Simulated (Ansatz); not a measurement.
## How Zr(0001) screens a field

Aim: image plane and induced charge of Zr(0001).

Calculated with Ansatz 0.2.0; plane-wave DFT, PBE, Ansatz PAW.

## (1) The structure

The cell holds 6 atoms: 6 Zr. Its edges and angles: a = 3.230 Å, b = 3.230 Å, c = 30.863 Å, α = 90.0°, β = 90.0°, γ = 60.0°. Vacuum lies along c.

## (2) Atoms held, field 0

A sawtooth potential applies the field, turning back in the middle of the vacuum. With the dipole correction the typed value is the field outside the slab. The induced dipole is small, so the SCF threshold is tight.

File input.yaml:

```yaml
crystal:
  lattice:
    - [3.23, 0.0, 0.0]
    - [1.615, 2.7972620542, 0.0]
    - [0.0, 0.0, 30.863475]
  atoms:
    - { symbol: Zr, position: [0.6666666667, 0.6666666667, 0.2916068265] }
    - { symbol: Zr, position: [0.0, 0.0, 0.3749640959] }
    - { symbol: Zr, position: [0.6666666667, 0.6666666667, 0.4583213653] }
    - { symbol: Zr, position: [0.0, 0.0, 0.5416786347] }
    - { symbol: Zr, position: [0.6666666667, 0.6666666667, 0.6250359041] }
    - { symbol: Zr, position: [0.0, 0.0, 0.7083931735] }
kpoints:
  mp_grid: { grid: [18, 18, 1] }
hamiltonian:
  xc: pbe
scf:
  occupations: { method: fermi_dirac, width: 0.1 }
  convergence: { dr2_threshold: 1.0e-10 }
efield:
  axis: 3
  dipole_correction: true
  ramp_position: 0.97
  ramp_width: 0.06
  amplitude: 0
output:
  forces: true
  write_potential: true
  write_density: true
  volumetric_format: npy
```

Launch:

```sh
$ ansatz run input.yaml --threads 2 --pin off --max-ram 3072MiB --backend cpu --events-out ev --progress --plain --runs-dir out
```

Numbers of over 12 decimals in the logs are rounded to 6 here.

Output:

```text
Engine: ansatz 0.2.0, x86_64-unknown-linux-gnu
Pseudopotentials: kind: paw
Pseudopotential: Zr, paw, valence charge 12, recommended cutoff 420 eV (normal), Zr.paw.azcp
Functional definition: PBE
  parameter kappa = 0.804
  parameter beta = 0.066725
  exchange = pbe_x(kappa = kappa, mu = beta*pi^2/3)
  correlation = pbe_c(beta = beta)
Crystal: 6 atoms, lattice volume = 278.856 Å³
Basis set: ecut = 420 eV, 5539 PW (Γ), exchange–correlation on 48×48×432 points (8 copies of the dense FFT grid, shifted against one another)
Bands: 44, of which v1, the nominal top of the filled ones, is band 36 counted from 1 (35 counted from 0)
Symmetry: 6 space group operations
k-points: 37 of 324 (time reversal used)
Non-local potential: Zr, projectors of the file, l = 0: 3, l = 1: 2, l = 2: 2, l = 3: 2
PAW form: soft (Blöchl's): semilocal exchange-correlation on the pseudo side does not see the compensation charge
PAW one-centre angular grid: Zr, 590 points (default); XC on 64 Gauss nodes
Initial density: superposition of atomic densities (neutral atoms: chi_scale 0, normalization atom), corrected by the library's trained network
Initial wavefunctions: pseudopotential atomic-orbital guess
Functional: x = pbe(κ = 0.804, μ = 0.219515), c = pbe(β = 0.066725)
SCF iter   1: F=—  HF=-25101.278637 eV  |F-HF|=—  |Δ(HF+E_count)|=         —  Δρ=4.96e-3  dr2=2.13e0  ethr=1.77e-3  p=0.000 e·Å  D=1.29e-13 V/Å  ΔV_dip=-0.00 eV  dr2_dipole=3.66e-8  V_vac-E_F(+/−)=4.15/4.15 eV  ⟨swp⟩=8.2  Hψ=7146  notcnv=0
efield: sawtooth ramp at fractional position 0.9700 (set: `efield.ramp_position`, or a place that a band, a saddle search or an elastic batch's reference lends), width 0.0600; the density the first Hamiltonian is built on has a dipole p = 0.000 e·Å; the dipole correction subtracts the counter field D = 1.29e-13 V/Å, which shifts the + side's vacuum level by -0.00 eV against the − side's; the planar-averaged density in the ramp window peaks in size at 3.2e-5 e/Å³
preconditioner: auto → LDOS  [metal: Δε(μ)=0.023 eV  Ē_g=2.398 eV  σ=0.100 eV  W_gap=0.06  n_scr=20 (ndim 8)  ℏωp=10.9 eV  f_vac=0.442  D(μ)=9.31/eV (n_scr^D=78)  β→1.0]
SCF iter   2: F=—  HF=-25101.259501 eV  |F-HF|=—  |Δ(HF+E_count)|=   1.91e-2  Δρ=9.83e-4  dr2=6.37e-3  ethr=1.77e-3  p=0.000 e·Å  D=7.34e-6 V/Å  ΔV_dip=-0.00 eV  dr2_dipole=1.91e-9  V_vac-E_F(+/−)=4.16/4.16 eV  ⟨swp⟩=1.0  Hψ=1924  notcnv=0
SCF iter   3: F=—  HF=-25101.260474 eV  |F-HF|=—  |Δ(HF+E_count)|=   9.73e-4  Δρ=3.63e-4  dr2=1.58e-3  ethr=8.85e-6  p=0.000 e·Å  D=6.62e-6 V/Å  ΔV_dip=-0.00 eV  dr2_dipole=3.96e-10  V_vac-E_F(+/−)=4.18/4.18 eV  ⟨swp⟩=2.4  Hψ=2820  notcnv=0
SCF iter   4: F=—  HF=-25101.260437 eV  |F-HF|=—  |Δ(HF+E_count)|=   3.74e-5  Δρ=1.38e-4  dr2=1.54e-4  ethr=2.19e-6  p=0.000 e·Å  D=2.46e-6 V/Å  ΔV_dip=-0.00 eV  dr2_dipole=9.64e-11  V_vac-E_F(+/−)=4.18/4.18 eV  ⟨swp⟩=2.1  Hψ=2851  notcnv=0
SCF iter   5: F=—  HF=-25101.260444 eV  |F-HF|=—  |Δ(HF+E_count)|=   6.89e-6  Δρ=4.53e-5  dr2=7.39e-6  ethr=2.14e-7  p=0.000 e·Å  D=8.76e-7 V/Å  ΔV_dip=-0.00 eV  dr2_dipole=5.78e-11  V_vac-E_F(+/−)=4.19/4.19 eV  ⟨swp⟩=2.1  Hψ=2793  notcnv=0
SCF iter   6: F=—  HF=-25101.260432 eV  |F-HF|=—  |Δ(HF+E_count)|=   1.20e-5  Δρ=1.79e-5  dr2=3.37e-6  ethr=1.03e-8  p=0.000 e·Å  D=2.26e-7 V/Å  ΔV_dip=-0.00 eV  dr2_dipole=4.51e-11  V_vac-E_F(+/−)=4.19/4.19 eV  ⟨swp⟩=2.8  Hψ=3319  notcnv=0
SCF iter   7: F=—  HF=-25101.260418 eV  |F-HF|=—  |Δ(HF+E_count)|=   1.39e-5  Δρ=5.40e-6  dr2=1.68e-7  ethr=4.68e-9  p=0.000 e·Å  D=1.93e-8 V/Å  ΔV_dip=-0.00 eV  dr2_dipole=8.20e-12  V_vac-E_F(+/−)=4.19/4.19 eV  ⟨swp⟩=2.6  Hψ=2531  notcnv=0
SCF iter   8: F=—  HF=-25101.260418 eV  |F-HF|=—  |Δ(HF+E_count)|=   5.31e-8  Δρ=1.72e-6  dr2=1.71e-8  ethr=2.33e-10  p=-0.000 e·Å  D=-1.99e-8 V/Å  ΔV_dip=0.00 eV  dr2_dipole=1.51e-14  V_vac-E_F(+/−)=4.19/4.19 eV  ⟨swp⟩=2.7  Hψ=2939  notcnv=0
SCF iter   9: F=—  HF=-25101.260418 eV  |F-HF|=—  |Δ(HF+E_count)|=   2.58e-8  Δρ=5.94e-7  dr2=4.33e-9  ethr=2.37e-11  p=-0.000 e·Å  D=-6.84e-9 V/Å  ΔV_dip=0.00 eV  dr2_dipole=1.69e-14  V_vac-E_F(+/−)=4.19/4.19 eV  ⟨swp⟩=3.2  Hψ=3322  notcnv=0
SCF iter  10: F=—  HF=-25101.260418 eV  |F-HF|=—  |Δ(HF+E_count)|=   1.38e-9  Δρ=3.07e-7  dr2=8.24e-10  ethr=6.01e-12  p=-0.000 e·Å  D=-5.27e-9 V/Å  ΔV_dip=0.00 eV  dr2_dipole=2.46e-13  V_vac-E_F(+/−)=4.19/4.19 eV  ⟨swp⟩=2.7  Hψ=2893  notcnv=0
SCF iter  11: F=-25101.260418 eV  HF=-25101.260418 eV  |F-HF|=1.82e-11  |Δ(HF+E_count)|=  1.75e-10  Δρ=9.78e-8  dr2=8.18e-11  ethr=1.00e-12  p=-0.000 e·Å  D=-1.18e-9 V/Å  ΔV_dip=0.00 eV  dr2_dipole=4.52e-16  V_vac-E_F(+/−)=4.19/4.19 eV  ⟨swp⟩=6.0  Hψ=10424  notcnv=0
SCF 1 converged in 11 iterations: F = -25101.260418 eV  dr2 = 8.18e-11
  greatest PAW one-centre occupation: 0.996 electrons in one spin orbital (limit 2), on the Zr atom at site 0 (counted from 0), in its partial waves of l = 0
WARN: The output density's exchange-correlation potential varies sharply where the density is thin. Do not read a vacuum level from v_tot or v_xc, or from such a field of the output density. On a cell that repeats whose density bears no net charge and no dipole along the vacuum's axis use v_es (v_loc + v_h of the components); under efield.dipole_correction with no amplitude use v_es + v_field, which holds any externa [...]
SCF converged after 11 iterations
Free energy (F): -25101.260418 eV
Harris-Foulkes:  -25101.260418 eV  (|F-HF|=1.82e-11)
Internal energy: -25100.963273 eV  (E = F + TS)
E sigma→0 (E₀):  -25101.111845 eV
Entropy (-TS):   -0.297145 eV (-49.524 meV/atom)
Fermi energy:    5.011532 eV
Dipole field:    D = 0.000000 V/Å  (p = 0.000000 e·Å, saw-weighted, corrected)
Work function:   Φ+ = 4.1937 eV   Φ− = 4.1937 eV
Levels:          The Fermi level and band energies are counted from a zero that moves with the ramp; work functions are not
--- Per-component energies (eV) ---
  E_band       = -1226.502454
  E_kinetic    = 1990.804457
  E_local      = -71688.071995  (includes V_loc(G=0)·N_el)
  E_nonlocal   = 484.670074
  E_hartree    = 34804.657403
  E_xc         = -965.538137
  E_vxc        = -1139.639052  (∫ρ·V_xc dr)
  E_paw        = -17724.903509  (= ΣΔE_a)
  E_vpaw       = -483.580510  (= ΣTr[D̂ρ^β])
  E_aug_tail   = 0.000148  (compensation charges beyond the density's cutoff)
  E_efield     = 0.000000  (sawtooth field / dipole correction)
  E_vefield    = 0.000000  (∫n·V_field dr)
  E_ewald      = 27997.418286
  E_smearing   = -0.297145  (= −TS)
  E_closure    = -0.000000  (closes the sum)
  Σ components = -25101.260418   (vs F -25101.260418, Δ=0.00e0)
--- Forces (eV/Å), atoms counted from 1 ---
  atom   1  Zr     0.00000000     0.00000000     0.42054925
  atom   2  Zr     0.00000000    -0.00000000    -0.53675947
  atom   3  Zr     0.00000000    -0.00000000    -0.00877364
  atom   4  Zr     0.00000000     0.00000000     0.00877367
  atom   5  Zr    -0.00000000     0.00000000     0.53675938
  atom   6  Zr     0.00000000    -0.00000000    -0.42054919
  max |Σ_I F_I| component: 2.81e-9 eV/Å
--- Band table (eV; the first three rows and the last of 37) ---
  k-point 0: bands = [... 32 lower, 5.2583, 5.5161, 5.6863, 5.7862, 5.7862, 5.7962, 5.7962, 5.9092, ... 4 higher]
  k-point 1: bands = [... 32 lower, 5.1662, 5.4117, 5.6148, 5.6466, 5.7205, 5.7319, 5.8492, 5.8632, ... 4 higher]
  k-point 2: bands = [... 32 lower, 5.0556, 5.1490, 5.3146, 5.4220, 5.4527, 5.5938, 5.6790, 5.8949, ... 4 higher]
  k-point 36: bands = [... 32 lower, 3.9252, 4.2635, 4.2635, 5.0300, 5.0300, 5.1498, 5.1534, 5.1719, ... 4 higher]
```

Run time: 19 s. Hardware: 2 threads of Intel Xeon Platinum 8488C (Sapphire Rapids), shared host; peak memory 0.73 GiB; 38 s of CPU time.

Numbers from this step:

* energy at zero smearing: -25101.1118 eV
* work function, upper face: 4.194 eV
* dipole along the normal: 3.55e-8 e·Å

Running mean over 2.573 Å of the planar mean; the ramp of the sawtooth is left out. Electron's electrostatic potential energy less the Fermi level against z:

z (Å), electron's electrostatic potential energy less the Fermi level (eV) and a bar from the least value:
```
      3.5       4.19 ##############################
      4.0       4.19 ##############################
      4.5       4.18 ##############################
      5.0       4.16 ##############################
      5.5       4.10 ##############################
      6.0       3.93 #############################
      6.5       3.44 ############################
      7.0       2.15 #########################
      7.5      -1.01 ##################
      8.0      -5.14 ########
      8.5      -7.74 ##
      9.0      -8.45 
      9.5      -8.42 
     10.0      -8.31 
     10.5      -8.28 
     11.0      -8.29 
     11.5      -8.32 
     12.0      -8.36 
     12.5      -8.38 
     13.0      -8.38 
     13.5      -8.37 
     14.0      -8.38 
     14.5      -8.40 
     15.0      -8.41 
     15.5      -8.42 
     16.0      -8.41 
     16.5      -8.40 
     17.0      -8.38 
     17.5      -8.37 
     18.0      -8.38 
     18.5      -8.38 
     19.0      -8.35 
     19.5      -8.31 
     20.0      -8.28 
     20.5      -8.28 
     21.0      -8.34 
     21.5      -8.45 
     22.0      -8.37 
     22.5      -7.26 ###
     23.0      -4.06 ##########
     23.5       0.04 ####################
     24.0       2.64 ##########################
     24.5       3.62 #############################
     25.0       4.00 ##############################
     25.5       4.13 ##############################
     26.0       4.17 ##############################
     26.5       4.19 ##############################
     27.0       4.19 ##############################
     27.5       4.19 ##############################
```

Force by atom:

| atom | x (eV/Å) | y (eV/Å) | z (eV/Å) | size |
| --- | --- | --- | --- | --- |
| Zr1 | 0.000 | 0.000 | 0.421 | 0.421 |
| Zr2 | 0.000 | 0.000 | -0.537 | 0.537 |
| Zr3 | 0.000 | 0.000 | -0.009 | 0.009 |
| Zr4 | 0.000 | 0.000 | 0.009 | 0.009 |
| Zr5 | 0.000 | 0.000 | 0.537 | 0.537 |
| Zr6 | 0.000 | 0.000 | -0.421 | 0.421 |

The work function of the upper face is 4.19 eV.

## (3) Atoms held, field 0.05 V/Å

input.yaml, as its differences from that of step 2:

```diff
@@ -24,3 +24,3 @@
   ramp_width: 0.06
-  amplitude: 0
+  amplitude: 0.05
 output:
```

Output:

```text
[...]
Crystal: 6 atoms, lattice volume = 278.856 Å³
Basis set: ecut = 420 eV, 5539 PW (Γ), exchange–correlation on 48×48×432 points (8 copies of the dense FFT grid, shifted against one another)
Bands: 44, of which v1, the nominal top of the filled ones, is band 36 counted from 1 (35 counted from 0)
Symmetry: 6 space group operations
k-points: 37 of 324 (time reversal used)
[...]
k-point 0: bands = [... 32 lower, 5.2581, 5.5159, 5.6861, 5.7860, 5.7860, 5.7960, 5.7960, 5.9090, ... 4 higher]
  k-point 1: bands = [... 32 lower, 5.1660, 5.4115, 5.6146, 5.6463, 5.7203, 5.7317, 5.8489, 5.8630, ... 4 higher]
  k-point 2: bands = [... 32 lower, 5.0553, 5.1489, 5.3143, 5.4218, 5.4525, 5.5936, 5.6789, 5.8947, ... 4 higher]
  k-point 36: bands = [... 32 lower, 3.9250, 4.2632, 4.2633, 5.0295, 5.0301, 5.1494, 5.1534, 5.1714, ... 4 higher]
[key lines of the parts left out:]
SCF converged after 14 iterations
Free energy (F): -25101.261525 eV
Fermi energy:    5.011315 eV
Dipole field:    D = 0.028728 V/Å  (p = 0.044271 e·Å, saw-weighted, corrected)
```

It took 22 s on 2 threads; peak memory 0.71 GiB.

The dipole is 0.0443 e·Å.

## (4) Single point, field -0.05 V/Å

input.yaml, as its differences from that of step 3:

```diff
@@ -24,3 +24,3 @@
   ramp_width: 0.06
-  amplitude: 0.05
+  amplitude: -0.05
 output:
```

Output:

```text
[...]
Crystal: 6 atoms, lattice volume = 278.856 Å³
Basis set: ecut = 420 eV, 5539 PW (Γ), exchange–correlation on 48×48×432 points (8 copies of the dense FFT grid, shifted against one another)
Bands: 44, of which v1, the nominal top of the filled ones, is band 36 counted from 1 (35 counted from 0)
Symmetry: 6 space group operations
k-points: 37 of 324 (time reversal used)
[...]
k-point 0: bands = [... 32 lower, 5.2581, 5.5159, 5.6861, 5.7860, 5.7860, 5.7960, 5.7960, 5.9090, ... 4 higher]
  k-point 1: bands = [... 32 lower, 5.1660, 5.4115, 5.6146, 5.6463, 5.7203, 5.7317, 5.8489, 5.8630, ... 4 higher]
  k-point 2: bands = [... 32 lower, 5.0553, 5.1489, 5.3143, 5.4218, 5.4525, 5.5936, 5.6789, 5.8947, ... 4 higher]
  k-point 36: bands = [... 32 lower, 3.9250, 4.2632, 4.2633, 5.0295, 5.0301, 5.1494, 5.1534, 5.1714, ... 4 higher]
[key lines of the parts left out:]
SCF converged after 14 iterations
Free energy (F): -25101.261525 eV
Fermi energy:    5.011315 eV
Dipole field:    D = -0.028726 V/Å  (p = -0.044269 e·Å, saw-weighted, corrected)
```

Elapsed: 22 s, on 2 threads; peak memory 0.7 GiB.

The dipole is -0.0443 e·Å.

## (5) Single point, field 0.1 V/Å

input.yaml, as its differences from that of step 4:

```diff
@@ -24,3 +24,3 @@
   ramp_width: 0.06
-  amplitude: -0.05
+  amplitude: 0.1
 output:
```

Output:

```text
[...]
Crystal: 6 atoms, lattice volume = 278.856 Å³
Basis set: ecut = 420 eV, 5539 PW (Γ), exchange–correlation on 48×48×432 points (8 copies of the dense FFT grid, shifted against one another)
Bands: 44, of which v1, the nominal top of the filled ones, is band 36 counted from 1 (35 counted from 0)
Symmetry: 6 space group operations
k-points: 37 of 324 (time reversal used)
[...]
k-point 0: bands = [... 32 lower, 5.2575, 5.5154, 5.6855, 5.7853, 5.7853, 5.7954, 5.7954, 5.9083, ... 4 higher]
  k-point 1: bands = [... 32 lower, 5.1653, 5.4110, 5.6139, 5.6457, 5.7196, 5.7311, 5.8483, 5.8624, ... 4 higher]
  k-point 2: bands = [... 32 lower, 5.0543, 5.1486, 5.3137, 5.4211, 5.4520, 5.5929, 5.6783, 5.8940, ... 4 higher]
  k-point 36: bands = [... 32 lower, 3.9243, 4.2626, 4.2626, 5.0285, 5.0298, 5.1483, 5.1532, 5.1705, ... 4 higher]
[key lines of the parts left out:]
SCF converged after 14 iterations
Free energy (F): -25101.264845 eV
Fermi energy:    5.010679 eV
Dipole field:    D = 0.057456 V/Å  (p = 0.088544 e·Å, saw-weighted, corrected)
```

Wall time 22 s (2 threads); peak memory 0.71 GiB; 44 s of CPU time.

The dipole is 0.0885 e·Å.

## (6) Single point, field -0.1 V/Å

input.yaml, as its differences from that of step 5:

```diff
@@ -24,3 +24,3 @@
   ramp_width: 0.06
-  amplitude: 0.1
+  amplitude: -0.1
 output:
```

Output:

```text
[...]
Crystal: 6 atoms, lattice volume = 278.856 Å³
Basis set: ecut = 420 eV, 5539 PW (Γ), exchange–correlation on 48×48×432 points (8 copies of the dense FFT grid, shifted against one another)
Bands: 44, of which v1, the nominal top of the filled ones, is band 36 counted from 1 (35 counted from 0)
Symmetry: 6 space group operations
k-points: 37 of 324 (time reversal used)
[...]
k-point 0: bands = [... 32 lower, 5.2575, 5.5154, 5.6855, 5.7853, 5.7853, 5.7954, 5.7954, 5.9083, ... 4 higher]
  k-point 1: bands = [... 32 lower, 5.1653, 5.4110, 5.6139, 5.6457, 5.7196, 5.7311, 5.8483, 5.8624, ... 4 higher]
  k-point 2: bands = [... 32 lower, 5.0543, 5.1486, 5.3137, 5.4211, 5.4520, 5.5929, 5.6783, 5.8940, ... 4 higher]
  k-point 36: bands = [... 32 lower, 3.9243, 4.2626, 4.2626, 5.0285, 5.0298, 5.1483, 5.1532, 5.1705, ... 4 higher]
[key lines of the parts left out:]
SCF converged after 14 iterations
Free energy (F): -25101.264845 eV
Fermi energy:    5.010679 eV
Dipole field:    D = -0.057455 V/Å  (p = -0.088542 e·Å, saw-weighted, corrected)
```

The job ended after 22 s (2 threads; peak memory 0.7 GiB; 43 s of CPU time).

The dipole is -0.0885 e·Å.

## (7) Single point, field 0.2 V/Å

input.yaml, as its differences from that of step 6:

```diff
@@ -24,3 +24,3 @@
   ramp_width: 0.06
-  amplitude: -0.1
+  amplitude: 0.2
 output:
```

Output:

```text
[...]
Crystal: 6 atoms, lattice volume = 278.856 Å³
Basis set: ecut = 420 eV, 5539 PW (Γ), exchange–correlation on 48×48×432 points (8 copies of the dense FFT grid, shifted against one another)
Bands: 44, of which v1, the nominal top of the filled ones, is band 36 counted from 1 (35 counted from 0)
Symmetry: 6 space group operations
k-points: 37 of 324 (time reversal used)
[...]
k-point 0: bands = [... 32 lower, 5.2549, 5.5133, 5.6829, 5.7827, 5.7827, 5.7928, 5.7928, 5.9057, ... 4 higher]
  k-point 1: bands = [... 32 lower, 5.1627, 5.4091, 5.6113, 5.6431, 5.7168, 5.7287, 5.8457, 5.8598, ... 4 higher]
  k-point 2: bands = [... 32 lower, 5.0504, 5.1473, 5.3111, 5.4183, 5.4499, 5.5903, 5.6761, 5.8914, ... 4 higher]
  k-point 36: bands = [... 32 lower, 3.9218, 4.2600, 4.2600, 5.0253, 5.0278, 5.1446, 5.1518, 5.1673, ... 4 higher]
[key lines of the parts left out:]
SCF converged after 14 iterations
Free energy (F): -25101.278127 eV
Fermi energy:    5.008120 eV
Dipole field:    D = 0.114929 V/Å  (p = 0.177112 e·Å, saw-weighted, corrected)
```

Run time: 22 s. Hardware: 2 threads; peak memory 0.69 GiB.

The dipole is 0.177 e·Å.

## (8) Atoms held, field -0.2 V/Å

input.yaml, as its differences from that of step 7:

```diff
@@ -24,3 +24,3 @@
   ramp_width: 0.06
-  amplitude: 0.2
+  amplitude: -0.2
 output:
```

Output:

```text
[...]
Crystal: 6 atoms, lattice volume = 278.856 Å³
Basis set: ecut = 420 eV, 5539 PW (Γ), exchange–correlation on 48×48×432 points (8 copies of the dense FFT grid, shifted against one another)
Bands: 44, of which v1, the nominal top of the filled ones, is band 36 counted from 1 (35 counted from 0)
Symmetry: 6 space group operations
k-points: 37 of 324 (time reversal used)
[...]
k-point 0: bands = [... 32 lower, 5.2549, 5.5133, 5.6829, 5.7827, 5.7827, 5.7928, 5.7928, 5.9057, ... 4 higher]
  k-point 1: bands = [... 32 lower, 5.1627, 5.4091, 5.6113, 5.6431, 5.7168, 5.7287, 5.8457, 5.8598, ... 4 higher]
  k-point 2: bands = [... 32 lower, 5.0504, 5.1473, 5.3111, 5.4183, 5.4499, 5.5903, 5.6761, 5.8914, ... 4 higher]
  k-point 36: bands = [... 32 lower, 3.9218, 4.2600, 4.2600, 5.0253, 5.0278, 5.1446, 5.1518, 5.1673, ... 4 higher]
[key lines of the parts left out:]
SCF converged after 14 iterations
Free energy (F): -25101.278127 eV
Fermi energy:    5.008120 eV
Dipole field:    D = -0.114927 V/Å  (p = -0.177109 e·Å, saw-weighted, corrected)
```

The job ended after 22 s (2 threads; peak memory 0.71 GiB).

The dipole is -0.177 e·Å.

[end of part 1 of 2]

[Logs are printed without paths, hosts, clocks, repeated set-up lines and the standing remarks that a program may print on its own settings, such as how far it seeks lower states.]

[Hosts, paths, dates, database ids (printed as entryN), source tags and the programs' standing remarks are cut or masked in the printed files.]

[Maps of the electrostatic potential energy from Ansatz leave out the sawtooth potential of an applied field or a dipole correction, so their vacuum need not be flat; planar profiles and work functions include it.]
